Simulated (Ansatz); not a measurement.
# Decaying states in the gap of K3BrF2, part 2 of 2

Wanted: the relaxed cell of K3BrF2, its band edges and its decay constants. It is built by putting F for Cl in the K3BrCl2 structure of space group P-3m1, with the volume rescaled by atomic radii. The parent structure comes from the Materials Project.

Ansatz 0.2.0; LDA DFT, plane waves, PAW files (the session's first sound run).

So far, gap on the k-mesh (eV): step 3 (band edges, LDA) 3.65; step 6 (PBE) 4.13.

The structure was built from a prototype and need not be the compound's stable phase.

**7. Complex bands at another level (continued)**

K parallel (0, 0); values up to 1.5 1/Å, a degenerate pair printed once or twice; energies at which all values exceed this have no row. Im kz of the slowest decaying states against energy, zero at the highest filled level on the SCF mesh:

```csv
energy (eV),decay 1 (Å⁻¹),decay 2 (Å⁻¹),decay 3 (Å⁻¹),decay 4 (Å⁻¹)
-1.00,0.336,0.789,1.13,1.33
-0.64,0.396,0.767,1.12,1.30
-0.40,0.420,0.731,1.11,1.29
-0.04,0.443,0.506,1.09,1.27
0.20,0.452,0.680,1.08,1.25
0.56,0.457,0.792,1.07,1.23
0.80,0.457,0.832,1.06,1.21
1.16,0.451,0.872,1.04,1.18
1.40,0.444,0.891,1.02,1.16
1.76,0.428,0.913,1.00,1.14
2.12,0.407,0.929,0.983,1.11
2.36,0.390,0.937,0.968,1.09
2.72,0.358,0.944,0.945,1.06
2.96,0.331,0.928,0.949,1.03
3.32,0.282,0.902,0.952,1.00
3.56,0.240,0.883,0.952,0.977
3.92,0.148,0.854,0.940,0.951
4.16,0.833,0.914,0.949,-
4.52,0.800,0.874,0.944,-
4.76,0.776,0.845,0.939,-
5.12,0.736,0.799,0.930,-
```

K parallel (0.5, 0); values up to 1.5 1/Å, a degenerate pair printed once or twice; energies at which all values exceed this have no row. The Im kz of the slowest decaying states by energy, zero at the highest filled level on the SCF mesh:

```csv
energy (eV),decay 1 (Å⁻¹),decay 2 (Å⁻¹),decay 3 (Å⁻¹),decay 4 (Å⁻¹)
-1.000,0.532,0.903,0.966,1.18
-0.520,0.673,0.738,0.991,1.01
-0.040,0.731,0.934,0.941,1.01
0.440,0.752,0.904,0.991,1.03
1.040,0.749,0.880,0.958,1.07
1.520,0.731,0.864,0.926,1.07
2.000,0.703,0.848,0.891,1.07
2.480,0.668,0.831,0.853,1.06
2.960,0.625,0.811,0.812,1.04
3.440,0.574,0.767,0.789,1.02
4.040,0.495,0.706,0.756,0.987
4.520,0.414,0.650,0.725,0.956
5.000,0.300,0.586,0.689,0.920
```

At +2.12 eV, the grid energy nearest the filling level (the middle of the gap on the SCF mesh), the slowest state at the listed wavevectors decays with κ = 0.407 Å⁻¹, its amplitude falling by e over 2.5 Å; the first such run, plane (001), gave 0.379 Å⁻¹.

**8. A check of the settings**

This step: LDA DFT, plane waves, PAW files; complex bands by layer matching along the plane's normal; changed: output.transmission.e_range = [-3, 3], output.transmission.de = 0.05 (Ansatz 0.2.0).

This run repeats an earlier one, its twin (the complex run, plane (001)), with two settings changed (output.transmission.e_range, output.transmission.de; files written aside). It is meant to test what the energy window and step decide. Where the input is shown as a difference, that is against the step before, not the twin.

Contents of input.yaml:

```yaml
crystal:
  lattice:
    - [3.903597034, 0.0, 0.0]
    - [1.951798517, 3.380614197, 0.0]
    - [0.0, 0.0, 9.715044569]
  atoms:
    - { symbol: K, position: [0.0, 0.0, 0.5] }
    - { symbol: K, position: [0.6666666667, 0.6666666667, 0.2167222663] }
    - { symbol: K, position: [0.3333333333, 0.3333333333, 0.7832777337] }
    - { symbol: Br, position: [0.0, 0.0, 0.0] }
    - { symbol: F, position: [0.6666666667, 0.6666666667, 0.6411650379] }
    - { symbol: F, position: [0.3333333333, 0.3333333333, 0.3588349621] }
kpoints:
  mp_grid: { grid: [8, 8, 4] }
scf:
  occupations: { method: fixed }
hamiltonian:
  xc: lda
output:
  eigenvalues: true
  transmission:
    leads: [[0, 0]]
    kpoints: [[0.0, 0.0], [0.5, 0.0]]
    e_range: [-3, 3]
    de: 0.05
```

On the command line:

```
$ ansatz run input.yaml --threads 2 --pin off --max-ram 4096MiB --backend cpu --events-out ev --progress --plain --runs-dir out
```

It took 31 s on 2 threads of Intel Xeon Platinum 8259CL at 2.50GHz (Skylake/Cascade Lake), shared host; peak memory 0.55 GiB; 38 s of CPU time.

This step gave:

```
free energy                                               : -8778.8581 eV
Fermi energy                                              : 3.669 eV
gap on the k-mesh                                         : 3.649 eV
level to which the leads are filled                       : 1.825 eV from the Fermi level
decay constant at the filling level, zone centre          : 0.3835 Å⁻¹
decay constant at the filling level, slowest listed point : 0.3835 Å⁻¹
```

K parallel (0, 0); values up to 1.5 1/Å, a degenerate pair printed once or twice; energies at which all values exceed this have no row. Table of Im kz of the slowest decaying states by energy, zero at the highest filled level on the SCF mesh:

```csv
energy (eV),decay 1 (Å⁻¹),decay 2 (Å⁻¹),decay 3 (Å⁻¹),decay 4 (Å⁻¹)
-3.0000,0.173,0.449,1.17,1.41
-2.7500,0.428,1.16,1.39,-
-2.5000,0.208,0.557,1.16,1.38
-2.2500,0.259,0.677,1.15,1.37
-2.0000,0.257,0.735,1.14,1.36
-1.7500,0.201,0.767,1.13,1.34
-1.5000,0.785,1.13,1.33,-
-1.2500,0.261,0.792,1.12,1.31
-1.0000,0.330,0.789,1.11,1.30
-0.7500,0.370,0.774,1.10,1.29
-0.5000,0.395,0.745,1.09,1.27
-0.2500,0.412,0.683,1.08,1.25
0.0000,0.0580,0.422,1.07,1.24
0.2500,0.428,0.696,1.06,1.22
0.5000,0.429,0.771,1.04,1.20
0.7500,0.427,0.816,1.03,1.19
1.0000,0.422,0.846,1.02,1.17
1.2500,0.413,0.870,1.00,1.15
1.5000,0.402,0.887,0.990,1.13
1.7500,0.387,0.901,0.976,1.11
2.0000,0.369,0.913,0.960,1.09
2.2500,0.347,0.921,0.944,1.07
2.5000,0.321,0.928,0.928,1.05
2.7500,0.290,0.910,0.933,1.02
3.0000,0.251,0.892,0.936,0.999
```

K parallel (0.5, 0); values up to 1.5 1/Å, a degenerate pair printed once or twice; energies at which all values exceed this have no row. The Im kz of the slowest decaying states by energy, zero at the highest filled level on the SCF mesh:

```csv
energy (eV),decay 1 (Å⁻¹),decay 2 (Å⁻¹),decay 3 (Å⁻¹),decay 4 (Å⁻¹)
-3.000,0.206,0.604,0.885,1.09
-2.500,0.275,0.617,0.800,1.10
-2.000,0.237,0.829,0.843,1.11
-1.500,0.640,0.713,0.901,1.20
-1.000,0.536,0.903,0.967,1.09
-0.500,0.668,0.682,0.948,0.995
0.000,0.718,0.901,0.945,0.983
0.500,0.731,0.875,0.960,1.02
1.000,0.723,0.856,0.930,1.05
1.500,0.701,0.839,0.896,1.06
2.000,0.669,0.822,0.857,1.05
2.500,0.627,0.802,0.816,1.04
3.000,0.577,0.770,0.780,1.02
```

The least decay constant is 0.384 Å⁻¹ against 0.379 Å⁻¹ in the twin: a change of +1 %, at 1.5 times the CPU time.

**9. Outcome**

| Quantity | Value |
| --- | --- |
| band gap | 3.65 eV |
| least decay constant at mid-gap, normal to (001) | 0.379 Å⁻¹ |
| least decay constant on a mesh, normal to (001) | 0.382 Å⁻¹ |
| least decay constant, PBE | 0.407 Å⁻¹ |

With LDA, the slowest decay at the wavevectors tried is κ = 0.379 Å⁻¹, normal to (001). Through such a film the transmission near mid-gap falls as exp(−2κd), a factor of ten every 3.0 Å. A free electron under a barrier of half the gap would need a mass of 0.30 mₑ to decay at this rate. With PBE the gap goes from 3.65 to 4.13 eV and the decay constant, over the first 2 listed wavevectors, from 0.379 to 0.407 Å⁻¹. The compound is made up by substitution; its stability against other phases and against distortions of the cell's symmetry was not tested. A semilocal functional narrows gaps, so real decay constants are likely larger.

[Logs are printed without paths, hosts, clocks, repeated set-up lines and the standing remarks that a program may print on its own settings, such as how far it seeks lower states.]

[Hosts, paths, dates, database ids (printed as entryN), source tags and the programs' standing remarks are cut or masked in the printed files.]
